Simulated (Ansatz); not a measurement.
# Na3PaF8 (I4/mmm): the host for defect calculations

Aim: the runs on the perfect crystal Na3PaF8 (I4/mmm) that a defect calculation needs first.

Program: Ansatz 0.2.0. Level of theory: plane-wave PAW DFT, PBEsol; relaxation of the defect-free supercell from random displacements, a test of the host's stability. Results are calculated unless marked as measured.

### Step 1. Starting point

The cell holds 72 atoms: 18 Na, 6 Pa and 48 F. Cell: a = 12.192 Å, b = 7.711 Å, c = 10.870 Å, α = 90.0°, β = 90.0°, γ = 108.4°.

### Step 2. Defect free supercell relaxed from displaced atoms

The input displaces the atoms at random before the relaxation, so that it can leave a symmetric saddle if there is one.

Contents of pristine.rattled/input.yaml:

```yaml
crystal:
  lattice:
    - [10.904770373, 5.4523851865, 0.0]
    - [-5.4523851865, 5.4523851865, 0.0]
    - [0.0, 0.0, 10.8698169047]
  atoms:
    - { symbol: Na, position: [0.0, 0.0, 0.5] }
    - { symbol: Na, position: [0.0, 0.5, 0.0] }
    - { symbol: Na, position: [0.3333333333, 0.1666666667, 0.0] }
    - { symbol: Na, position: [0.3333333333, 0.6666666667, 0.5] }
    - { symbol: Na, position: [0.6666666667, 0.3333333333, 0.5] }
    - { symbol: Na, position: [0.6666666667, 0.8333333333, 0.0] }
    - { symbol: Na, position: [0.1666666667, 0.3333333333, 0.25] }
    - { symbol: Na, position: [0.1666666667, 0.8333333333, 0.75] }
    - { symbol: Na, position: [0.5, 0.0, 0.25] }
    - { symbol: Na, position: [0.5, 0.5, 0.75] }
    - { symbol: Na, position: [0.8333333333, 0.1666666667, 0.75] }
    - { symbol: Na, position: [0.8333333333, 0.6666666667, 0.25] }
    - { symbol: Na, position: [0.1666666667, 0.3333333333, 0.75] }
    - { symbol: Na, position: [0.1666666667, 0.8333333333, 0.25] }
    - { symbol: Na, position: [0.5, 0.0, 0.75] }
    - { symbol: Na, position: [0.5, 0.5, 0.25] }
    - { symbol: Na, position: [0.8333333333, 0.1666666667, 0.25] }
    - { symbol: Na, position: [0.8333333333, 0.6666666667, 0.75] }
    - { symbol: Pa, position: [0.0, 0.0, 0.0] }
    - { symbol: Pa, position: [0.0, 0.5, 0.5] }
    - { symbol: Pa, position: [0.3333333333, 0.1666666667, 0.5] }
    - { symbol: Pa, position: [0.3333333333, 0.6666666667, 0.0] }
    - { symbol: Pa, position: [0.6666666667, 0.3333333333, 0.0] }
    - { symbol: Pa, position: [0.6666666667, 0.8333333333, 0.5] }
    - { symbol: F, position: [0.1553684131, 0.0776842065, 0.1169577723] }
    - { symbol: F, position: [0.1553684131, 0.5776842065, 0.6169577723] }
    - { symbol: F, position: [0.4887017464, 0.2443508732, 0.6169577723] }
    - { symbol: F, position: [0.4887017464, 0.7443508732, 0.1169577723] }
    - { symbol: F, position: [0.8220350797, 0.4110175399, 0.1169577723] }
    - { symbol: F, position: [0.8220350797, 0.9110175399, 0.6169577723] }
    - { symbol: F, position: [0.0, 0.2330526195, 0.1169577723] }
    - { symbol: F, position: [0.0, 0.7330526195, 0.6169577723] }
    - { symbol: F, position: [0.3333333333, 0.3997192862, 0.6169577723] }
    - { symbol: F, position: [0.3333333333, 0.8997192862, 0.1169577723] }
    - { symbol: F, position: [0.6666666667, 0.0663859528, 0.6169577723] }
    - { symbol: F, position: [0.6666666667, 0.5663859528, 0.1169577723] }
    - { symbol: F, position: [0.0, 0.2669473805, 0.6169577723] }
    - { symbol: F, position: [0.0, 0.7669473805, 0.1169577723] }
    - { symbol: F, position: [0.3333333333, 0.4336140472, 0.1169577723] }
    - { symbol: F, position: [0.3333333333, 0.9336140472, 0.6169577723] }
    - { symbol: F, position: [0.6666666667, 0.1002807138, 0.1169577723] }
    - { symbol: F, position: [0.6666666667, 0.6002807138, 0.6169577723] }
    - { symbol: F, position: [0.0, 0.2669473805, 0.3830422277] }
    - { symbol: F, position: [0.0, 0.7669473805, 0.8830422277] }
    - { symbol: F, position: [0.3333333333, 0.4336140472, 0.8830422277] }
    - { symbol: F, position: [0.3333333333, 0.9336140472, 0.3830422277] }
    - { symbol: F, position: [0.6666666667, 0.1002807138, 0.8830422277] }
    - { symbol: F, position: [0.6666666667, 0.6002807138, 0.3830422277] }
    - { symbol: F, position: [0.0, 0.2330526195, 0.8830422277] }
    - { symbol: F, position: [0.0, 0.7330526195, 0.3830422277] }
    - { symbol: F, position: [0.3333333333, 0.3997192862, 0.3830422277] }
    - { symbol: F, position: [0.3333333333, 0.8997192862, 0.8830422277] }
    - { symbol: F, position: [0.6666666667, 0.0663859528, 0.3830422277] }
    - { symbol: F, position: [0.6666666667, 0.5663859528, 0.8830422277] }
    - { symbol: F, position: [0.1553684131, 0.0776842065, 0.8830422277] }
    - { symbol: F, position: [0.1553684131, 0.5776842065, 0.3830422277] }
    - { symbol: F, position: [0.4887017464, 0.2443508732, 0.3830422277] }
    - { symbol: F, position: [0.4887017464, 0.7443508732, 0.8830422277] }
    - { symbol: F, position: [0.8220350797, 0.4110175399, 0.8830422277] }
    - { symbol: F, position: [0.8220350797, 0.9110175399, 0.3830422277] }
    - { symbol: F, position: [0.1779649203, 0.0889824601, 0.3830422277] }
    - { symbol: F, position: [0.1779649203, 0.5889824601, 0.8830422277] }
    - { symbol: F, position: [0.5112982536, 0.2556491268, 0.8830422277] }
    - { symbol: F, position: [0.5112982536, 0.7556491268, 0.3830422277] }
    - { symbol: F, position: [0.8446315869, 0.4223157935, 0.3830422277] }
    - { symbol: F, position: [0.8446315869, 0.9223157935, 0.8830422277] }
    - { symbol: F, position: [0.1779649203, 0.0889824601, 0.6169577723] }
    - { symbol: F, position: [0.1779649203, 0.5889824601, 0.1169577723] }
    - { symbol: F, position: [0.5112982536, 0.2556491268, 0.1169577723] }
    - { symbol: F, position: [0.5112982536, 0.7556491268, 0.6169577723] }
    - { symbol: F, position: [0.8446315869, 0.4223157935, 0.6169577723] }
    - { symbol: F, position: [0.8446315869, 0.9223157935, 0.1169577723] }
basis:
  ecutwfc: 420
  xc_grid: 2
hamiltonian:
  xc: pbesol
kpoints:
  mp_grid: { grid: [1, 1, 1] }
scf:
  occupations: { method: fermi_dirac, width: 0.01 }
  max_iter: 80
output:
  forces: true
relax:
  f_tol: 0.01
  max_steps: 120
  random_displacement: { amplitude: 0.08, seed: 8046 }
checkpoint:
  write: "../pristine.rattled.run"
  compress: false
  write_wavefunctions: false
  write_every: 100000
```

On the command line:

```
$ ansatz run input.yaml --threads 4 --pin off --max-ram 7536MiB --backend cpu --events-out ev --progress --plain --runs-dir out
```

Numbers of over 12 decimals in the logs are rounded to 6 here.

Output:

```text
[... repeated set-up lines and file paths are left out, and long positions are rounded to six places ...]
Engine: ansatz 0.2.0, aarch64-unknown-linux-gnu
Pseudopotentials: kind: paw
Pseudopotential: Na, paw, valence charge 9, recommended cutoff 420 eV (normal), Na.paw.azcp
Pseudopotential: Pa, paw, valence charge 13, recommended cutoff 420 eV (normal), Pa.paw.azcp
Pseudopotential: F, paw, valence charge 7, recommended cutoff 420 eV (normal), F.paw.azcp
Functional definition: PBEsol
  exchange = pbesol_x
  correlation = pbesol_c
Crystal: 72 atoms, lattice volume = 969.430 Å³
Basis set: ecut = 420 eV, 18947 PW (Γ), exchange–correlation on 180×108×150 points (8 copies of the dense FFT grid, shifted against one another)
Bands: 360, of which v1, the nominal top of the filled ones, is band 288 counted from 1 (287 counted from 0)
Symmetry: 1 space group operations
k-points: 1
Non-local potential: Na, projectors of the file, l = 0: 3, l = 1: 2, l = 2: 1
Non-local potential: Pa, projectors of the file, l = 0: 3, l = 1: 2, l = 2: 2, l = 3: 3
Non-local potential: F, projectors of the file, l = 0: 2, l = 1: 2, l = 2: 1
PAW form: soft (Blöchl's): semilocal exchange-correlation on the pseudo side does not see the compensation charge
PAW frozen core: Na, regenerated for the run's functional, and the local potential with it (the file was generated under x = pbe(κ = 0.804, μ = 0.219515), c = pbe(β = 0.066725))
PAW frozen core: Pa, regenerated for the run's functional, and the local potential with it (the file was generated under x = pbe(κ = 0.804, μ = 0.219515), c = pbe(β = 0.066725))
PAW frozen core: F, regenerated for the run's functional, and the local potential with it (the file was generated under x = pbe(κ = 0.804, μ = 0.219515), c = pbe(β = 0.066725))
PAW one-centre angular grid: Na, 110 points (default); XC on 64 Gauss nodes
PAW one-centre angular grid: Pa, 590 points (default); XC on 64 Gauss nodes
PAW one-centre angular grid: F, 110 points (default); XC on 64 Gauss nodes
Initial density: superposition of atomic densities (neutral atoms: chi_scale 0, normalization atom), corrected by the library's trained network
Initial wavefunctions: pseudopotential atomic-orbital guess
Functional: x = pbesol(κ = 0.804, μ = 0.123457), c = pbesol(β = 0.046)
SCF iter   1: F=—  HF=-145893.428072 eV  |F-HF|=—  |Δ(HF+E_count)|=         —  Δρ=1.57e-2  dr2=1.90e0  ethr=1.77e-3  ⟨swp⟩=6.0  Hψ=1303  notcnv=0  defer=23
preconditioner: auto → Resta (q_TF=auto, 2.502 Å⁻¹)  ε∞=4.0  [insulator: Δε(μ)=3.496 eV  Ē_g=15.775 eV  σ=0.010 eV  W_gap=1.00  n_scr=254 (ndim 8)  ℏωp=27.4 eV  f_vac=0.163  D(μ)=0.00/eV (n_scr^D=0)  ε∞_Penn≈4.0]
SCF iter   2: F=—  HF=-145893.115733 eV  |F-HF|=—  |Δ(HF+E_count)|=   3.12e-1  Δρ=6.32e-3  dr2=4.04e-1  ethr=3.31e-4  ⟨swp⟩=2.0  Hψ=575  notcnv=0  defer=54
SCF iter   3: F=—  HF=-145893.046400 eV  |F-HF|=—  |Δ(HF+E_count)|=   6.93e-2  Δρ=1.43e-3  dr2=1.86e-2  ethr=7.02e-5  ⟨swp⟩=2.0  Hψ=468  notcnv=0  defer=54
SCF iter   4: F=—  HF=-145893.049218 eV  |F-HF|=—  |Δ(HF+E_count)|=   2.82e-3  Δρ=5.38e-4  dr2=3.80e-3  ethr=3.23e-6  ⟨swp⟩=3.0  Hψ=598  notcnv=0  defer=54
SCF iter   5: F=—  HF=-145893.049292 eV  |F-HF|=—  |Δ(HF+E_count)|=   7.39e-5  Δρ=3.44e-4  dr2=1.65e-3  ethr=6.59e-7  ⟨swp⟩=2.0  Hψ=464  notcnv=0  defer=54
SCF iter   6: F=—  HF=-145893.047759 eV  |F-HF|=—  |Δ(HF+E_count)|=   1.53e-3  Δρ=1.17e-4  dr2=2.20e-4  ethr=2.86e-7  ⟨swp⟩=2.0  Hψ=540  notcnv=0  defer=54
SCF iter   7: F=—  HF=-145893.047770 eV  |F-HF|=—  |Δ(HF+E_count)|=   1.12e-5  Δρ=7.95e-5  dr2=6.76e-5  ethr=3.83e-8  ⟨swp⟩=2.0  Hψ=586  notcnv=0  defer=54
SCF iter   8: F=—  HF=-145893.047766 eV  |F-HF|=—  |Δ(HF+E_count)|=   4.11e-6  Δρ=3.99e-5  dr2=1.80e-5  ethr=1.17e-8  ⟨swp⟩=2.0  Hψ=576  notcnv=0  defer=54
SCF iter   9: F=-145893.047764 eV  HF=-145893.047764 eV  |F-HF|=3.73e-7  |Δ(HF+E_count)|=   2.53e-6  Δρ=9.33e-6  dr2=1.04e-6  ethr=4.34e-10  ⟨swp⟩=2.0  Hψ=1223  notcnv=0
SCF 1 converged in 9 iterations: F = -145893.047764 eV  dr2 = 1.04e-6
  greatest PAW one-centre occupation: 0.999 electrons in one spin orbital (limit 2), on the Na atom at site 1 (counted from 0), in its partial waves of l = 0
relax step   1: F+E_penalty+E_count = -145893.04776396 eV  Δ(F+E_penalty+E_count) = +0.000e0 eV  max|allowed force component| = 3.444e0 eV/Å  Δτ_max = 0.0000 Å  (9 SCF iters, dr2 threshold 2.50e-6 eV, accepted)
[... the SCF cycles and remarks between the steps are left out from here to the last step ...]
relax step   2: F+E_penalty+E_count = -145894.42046639 eV  Δ(F+E_penalty+E_count) = -1.373e0 eV  max|allowed force component| = 1.370e0 eV/Å  Δτ_max = 0.1428 Å  (7 SCF iters, dr2 threshold 1.00e-4 eV, accepted)
relax step   3: F+E_penalty+E_count = -145894.92505097 eV  Δ(F+E_penalty+E_count) = -5.046e-1 eV  max|allowed force component| = 1.624e-2 eV/Å  Δτ_max = 0.0956 Å  (7 SCF iters, dr2 threshold 1.00e-4 eV, accepted)
relax step   4: F+E_penalty+E_count = -145894.92505677 eV  Δ(F+E_penalty+E_count) = -5.798e-6 eV  max|allowed force component| = 1.623e-2 eV/Å  Δτ_max = 0.0000 Å  (5 SCF iters, accepted)
SCF iter   1: F=—  HF=-145894.930438 eV  |F-HF|=—  |Δ(HF+E_count)|=         —  Δρ=1.25e-3  dr2=7.25e-3  ethr=2.48e-5  ⟨swp⟩=3.0  Hψ=687  notcnv=0  defer=36
SCF iter   2: F=—  HF=-145894.928628 eV  |F-HF|=—  |Δ(HF+E_count)|=   1.81e-3  Δρ=6.52e-4  dr2=2.13e-3  ethr=1.26e-6  ⟨swp⟩=1.0  Hψ=414  notcnv=0  defer=36
SCF iter   3: F=—  HF=-145894.927923 eV  |F-HF|=—  |Δ(HF+E_count)|=   7.05e-4  Δρ=2.03e-4  dr2=2.96e-4  ethr=3.71e-7  ⟨swp⟩=3.0  Hψ=540  notcnv=0  defer=36
SCF iter   4: F=—  HF=-145894.927899 eV  |F-HF|=—  |Δ(HF+E_count)|=   2.34e-5  Δρ=5.15e-5  dr2=2.47e-5  ethr=5.15e-8  ⟨swp⟩=2.0  Hψ=562  notcnv=0  defer=36
SCF iter   5: F=—  HF=-145894.926646 eV  |F-HF|=—  |Δ(HF+E_count)|=   1.25e-3  Δρ=2.26e-5  dr2=5.20e-6  ethr=4.28e-9  ⟨swp⟩=2.0  Hψ=588  notcnv=0  defer=36
SCF iter   6: F=—  HF=-145894.926646 eV  |F-HF|=—  |Δ(HF+E_count)|=   2.67e-7  Δρ=1.31e-5  dr2=1.71e-6  ethr=9.02e-10  ⟨swp⟩=3.0  Hψ=570  notcnv=0  defer=36
SCF iter   7: F=—  HF=-145894.926646 eV  |F-HF|=—  |Δ(HF+E_count)|=   8.31e-8  Δρ=3.85e-6  dr2=1.45e-7  ethr=2.97e-10  ⟨swp⟩=2.0  Hψ=440  notcnv=0  defer=36
SCF iter   8: F=-145894.926646 eV  HF=-145894.926646 eV  |F-HF|=7.22e-9  |Δ(HF+E_count)|=   7.83e-8  Δρ=1.96e-6  dr2=2.89e-8  ethr=1.74e-11  ⟨swp⟩=4.0  Hψ=976  notcnv=0
SCF 5 converged in 8 iterations: F = -145894.926646 eV  dr2 = 2.89e-8
relax step   5: F+E_penalty+E_count = -145894.92664625 eV  Δ(F+E_penalty+E_count) = -1.589e-3 eV  max|allowed force component| = 2.125e-3 eV/Å  Δτ_max = 0.0145 Å  (8 SCF iters, accepted)
SCF converged after 8 iterations
[...]
E_smearing   = -0.000000  (= −TS)
  E_closure    = 0.000000  (closes the sum)
  Σ components = -145894.926646   (vs F -145894.926646, Δ=0.00e0)
--- Forces (eV/Å), atoms counted from 1 ---
  atom   1  Na    -0.00030171     0.00003033    -0.00026748
  atom   2  Na    -0.00002665    -0.00001297     0.00061137
  atom   3  Na     0.00053428     0.00038194    -0.00036426
  atom   4  Na    -0.00049340     0.00071534     0.00025798
  atom   5  Na    -0.00009783    -0.00003875    -0.00104741
  atom   6  Na     0.00029585     0.00019457     0.00001271
  atom   7  Na     0.00018772     0.00006231     0.00021087
  atom   8  Na     0.00035366    -0.00027303     0.00022817
  atom   9  Na    -0.00019157     0.00030774    -0.00014920
  atom  10  Na    -0.00044816    -0.00001138    -0.00006302
  atom  11  Na     0.00034408     0.00058121     0.00007267
  atom  12  Na    -0.00051763    -0.00028720    -0.00016903
  atom  13  Na    -0.00050198     0.00011807    -0.00029246
  atom  14  Na     0.00039780     0.00061357     0.00040117
  atom  15  Na    -0.00056872    -0.00021553     0.00059194
  atom  16  Na    -0.00021724     0.00014927    -0.00031275
  atom  17  Na     0.00020921    -0.00037874    -0.00014191
  atom  18  Na     0.00019147     0.00040028    -0.00012276
  atom  19  Pa     0.00130551     0.00083626     0.00008786
  atom  20  Pa    -0.00002861     0.00101596    -0.00001368
  atom  21  Pa    -0.00067695    -0.00093079     0.00002925
  atom  22  Pa    -0.00078626    -0.00037831     0.00072700
  atom  23  Pa     0.00059310     0.00047409     0.00069651
  atom  24  Pa    -0.00086879    -0.00016915    -0.00087602
  atom  25  F      0.00105381     0.00073571    -0.00158393
  atom  26  F     -0.00009624    -0.00001159    -0.00020981
  atom  27  F      0.00039037     0.00086636    -0.00085927
  atom  28  F      0.00076544    -0.00006862    -0.00041001
  atom  29  F      0.00091696     0.00010238    -0.00105268
  atom  30  F      0.00004879    -0.00006620    -0.00066120
  atom  31  F      0.00099190    -0.00040794     0.00064914
  atom  32  F     -0.00013170    -0.00059030    -0.00023344
  atom  33  F     -0.00000646    -0.00064485     0.00099971
  atom  34  F      0.00110821    -0.00030442     0.00115829
  atom  35  F      0.00001837    -0.00015933     0.00084127
  atom  36  F      0.00019928    -0.00138170     0.00026026
  atom  37  F     -0.00092747     0.00045551     0.00011973
  atom  38  F     -0.00011370     0.00090656     0.00047554
  atom  39  F     -0.00035806    -0.00037132     0.00096971
  atom  40  F     -0.00043828     0.00085977     0.00158732
[...]
atom  61  F     -0.00045503     0.00078098    -0.00057562
  atom  62  F     -0.00008594     0.00004964     0.00170658
  atom  63  F      0.00054790     0.00056208     0.00044934
  atom  64  F     -0.00087540     0.00002834     0.00075454
  atom  65  F     -0.00130990    -0.00020670     0.00041278
  atom  66  F      0.00029558    -0.00109166     0.00024671
  atom  67  F     -0.00049782    -0.00038933    -0.00212508
  atom  68  F     -0.00020105     0.00004458    -0.00060682
  atom  69  F     -0.00035525    -0.00023142    -0.00111146
  atom  70  F     -0.00071102     0.00020836    -0.00026055
  atom  71  F     -0.00077474    -0.00055733    -0.00124422
  atom  72  F      0.00037117     0.00010249    -0.00105749
  max |Σ_I F_I| component: 9.53e-6 eV/Å
--- Relaxed structure (5 steps of the walk, 5 accepted, 0 SCFs on fresh bases) ---
  F+E_penalty+E_count = -145894.92664625 eV   max|allowed force component| = 2.125e-3 eV/Å
  atoms:
    - { symbol: Na, position: [-0.000231, 0.001114, 0.500235] }
    - { symbol: Na, position: [-0.000374, 0.501246, 7.336269167936414e-5] }
    - { symbol: Na, position: [0.332930, 0.167879, 0.000164] }
    - { symbol: Na, position: [0.333084, 0.667733, 0.499976] }
    - { symbol: Na, position: [0.666429, 0.334449, 0.500221] }
    - { symbol: Na, position: [0.666277, 0.834591, 0.000112] }
    - { symbol: Na, position: [0.166332, 0.334525, 0.250110] }
    - { symbol: Na, position: [0.166356, 0.834546, 0.750114] }
    - { symbol: Na, position: [0.499708, 0.001170, 0.250095] }
    - { symbol: Na, position: [0.499695, 0.501135, 0.750095] }
    - { symbol: Na, position: [0.833003, 0.167847, 0.750151] }
    - { symbol: Na, position: [0.833057, 0.667831, 0.250163] }
    - { symbol: Na, position: [0.166405, 0.334447, 0.750136] }
    - { symbol: Na, position: [0.166283, 0.834473, 0.250098] }
    - { symbol: Na, position: [0.499704, 0.001133, 0.750062] }
    - { symbol: Na, position: [0.499699, 0.501210, 0.250107] }
    - { symbol: Na, position: [0.833015, 0.167917, 0.250161] }
    - { symbol: Na, position: [0.833029, 0.667847, 0.750165] }
    - { symbol: Pa, position: [-0.000412, 0.001252, 0.000195] }
    - { symbol: Pa, position: [-0.000234, 0.501108, 0.500167] }
    - { symbol: Pa, position: [0.333087, 0.167773, 0.500094] }
    - { symbol: Pa, position: [0.332959, 0.667904, 1.2429487839981203e-5] }
    - { symbol: Pa, position: [0.666291, 0.334599, 0.000139] }
    - { symbol: Pa, position: [0.666451, 0.834447, 0.500113] }
    - { symbol: F, position: [0.154802, 0.078950, 0.117362] }
    - { symbol: F, position: [0.155061, 0.578651, 0.617139] }
    - { symbol: F, position: [0.488292, 0.245240, 0.617273] }
    - { symbol: F, position: [0.488222, 0.745690, 0.117082] }
    - { symbol: F, position: [0.821539, 0.412308, 0.117226] }
    - { symbol: F, position: [0.821699, 0.912037, 0.617218] }
    - { symbol: F, position: [-0.000482, 0.234325, 0.117110] }
    - { symbol: F, position: [-0.000155, 0.734182, 0.617187] }
    - { symbol: F, position: [0.333187, 0.400961, 0.616956] }
    - { symbol: F, position: [0.332867, 0.900945, 0.116942] }
    - { symbol: F, position: [0.666455, 0.067498, 0.617099] }
    - { symbol: F, position: [0.666265, 0.567675, 0.117081] }
    - { symbol: F, position: [-0.000270, 0.268018, 0.617134] }
    - { symbol: F, position: [-0.000369, 0.768174, 0.117141] }
    - { symbol: F, position: [0.333050, 0.434929, 0.117009] }
    - { symbol: F, position: [0.333029, 0.934532, 0.616873] }
    - { symbol: F, position: [0.666368, 0.101559, 0.117081] }
    - { symbol: F, position: [0.666418, 0.601369, 0.617090] }
    - { symbol: F, position: [-0.000123, 0.268290, 0.383033] }
    - { symbol: F, position: [-0.000427, 0.768353, 0.883064] }
    - { symbol: F, position: [0.332960, 0.434944, 0.882927] }
    - { symbol: F, position: [0.333210, 0.935093, 0.382782] }
    - { symbol: F, position: [0.666290, 0.101728, 0.882985] }
    - { symbol: F, position: [0.666567, 0.601606, 0.383002] }
    - { symbol: F, position: [-0.000323, 0.234157, 0.883028] }
    - { symbol: F, position: [-0.000397, 0.733963, 0.383081] }
    - { symbol: F, position: [0.332906, 0.400509, 0.382861] }
    - { symbol: F, position: [0.332950, 0.900787, 0.882863] }
    - { symbol: F, position: [0.666329, 0.067311, 0.383010] }
    - { symbol: F, position: [0.666297, 0.567482, 0.882990] }
    - { symbol: F, position: [0.155012, 0.078856, 0.883380] }
    - { symbol: F, position: [0.155105, 0.579028, 0.383182] }
    - { symbol: F, position: [0.488515, 0.245762, 0.383304] }
    - { symbol: F, position: [0.488320, 0.745573, 0.883093] }
    - { symbol: F, position: [0.821677, 0.412274, 0.883242] }
    - { symbol: F, position: [0.821834, 0.912341, 0.383250] }
    - { symbol: F, position: [0.177605, 0.089838, 0.383397] }
    - { symbol: F, position: [0.177597, 0.590197, 0.883093] }
    - { symbol: F, position: [0.510895, 0.256881, 0.883283] }
    - { symbol: F, position: [0.511094, 0.756602, 0.383142] }
    - { symbol: F, position: [0.844393, 0.423244, 0.383275] }
    - { symbol: F, position: [0.844240, 0.923650, 0.883265] }
    - { symbol: F, position: [0.177935, 0.090287, 0.617379] }
    - { symbol: F, position: [0.177691, 0.590162, 0.117081] }
    - { symbol: F, position: [0.511057, 0.256886, 0.117262] }
    - { symbol: F, position: [0.511167, 0.756824, 0.617113] }
    - { symbol: F, position: [0.844517, 0.423555, 0.617261] }
    - { symbol: F, position: [0.844328, 0.923539, 0.117248] }
[key lines of the parts left out:]
Free energy (F): -145894.926646 eV
Fermi energy:    4.558138 eV
```

Run time: 80 s. Hardware: 4 threads of Arm Neoverse N1, shared host; peak memory 1.3 GiB; 4.8 min of CPU time.

Step by step:

| step | energy less that of the first step (eV) | largest force component (eV/Å) |
| --- | --- | --- |
| 1 | 0.0000 | 3.4444 |
| 2 | -1.3727 | 1.3699 |
| 3 | -1.8773 | 0.0162 |
| 4 | -1.8773 | 0.0162 |
| 5 | -1.8789 | 0.0021 |

The relaxation ends 26 meV an atom lower than the displaced start, with a largest force component of 0.0021 eV/Å.

### Step 3. What came out

| Property | Result |
| --- | --- |
| symmetric supercell less the displaced and relaxed one | 0.000 eV |

What this shows: The energy fell by 1.879 eV from the randomly displaced start; the atoms end within 0.005 Å of the sites as typed, once the mean shift is taken out. The displaced cell ends within 0.01 eV of the symmetric one, so no lower structure shows in this supercell. All at zero temperature.

[Logs are printed without paths, hosts, clocks, repeated set-up lines and the standing remarks that a program may print on its own settings, such as how far it seeks lower states.]

[Hosts, paths, dates, database ids (printed as entryN), source tags and the programs' standing remarks are cut or masked in the printed files.]

[Runs of the host that timed out are not shown.]

[For some hosts the program warned that the k-mesh of the response run may be too coarse for force constants and the static dielectric constant; such warnings are not always shown.]
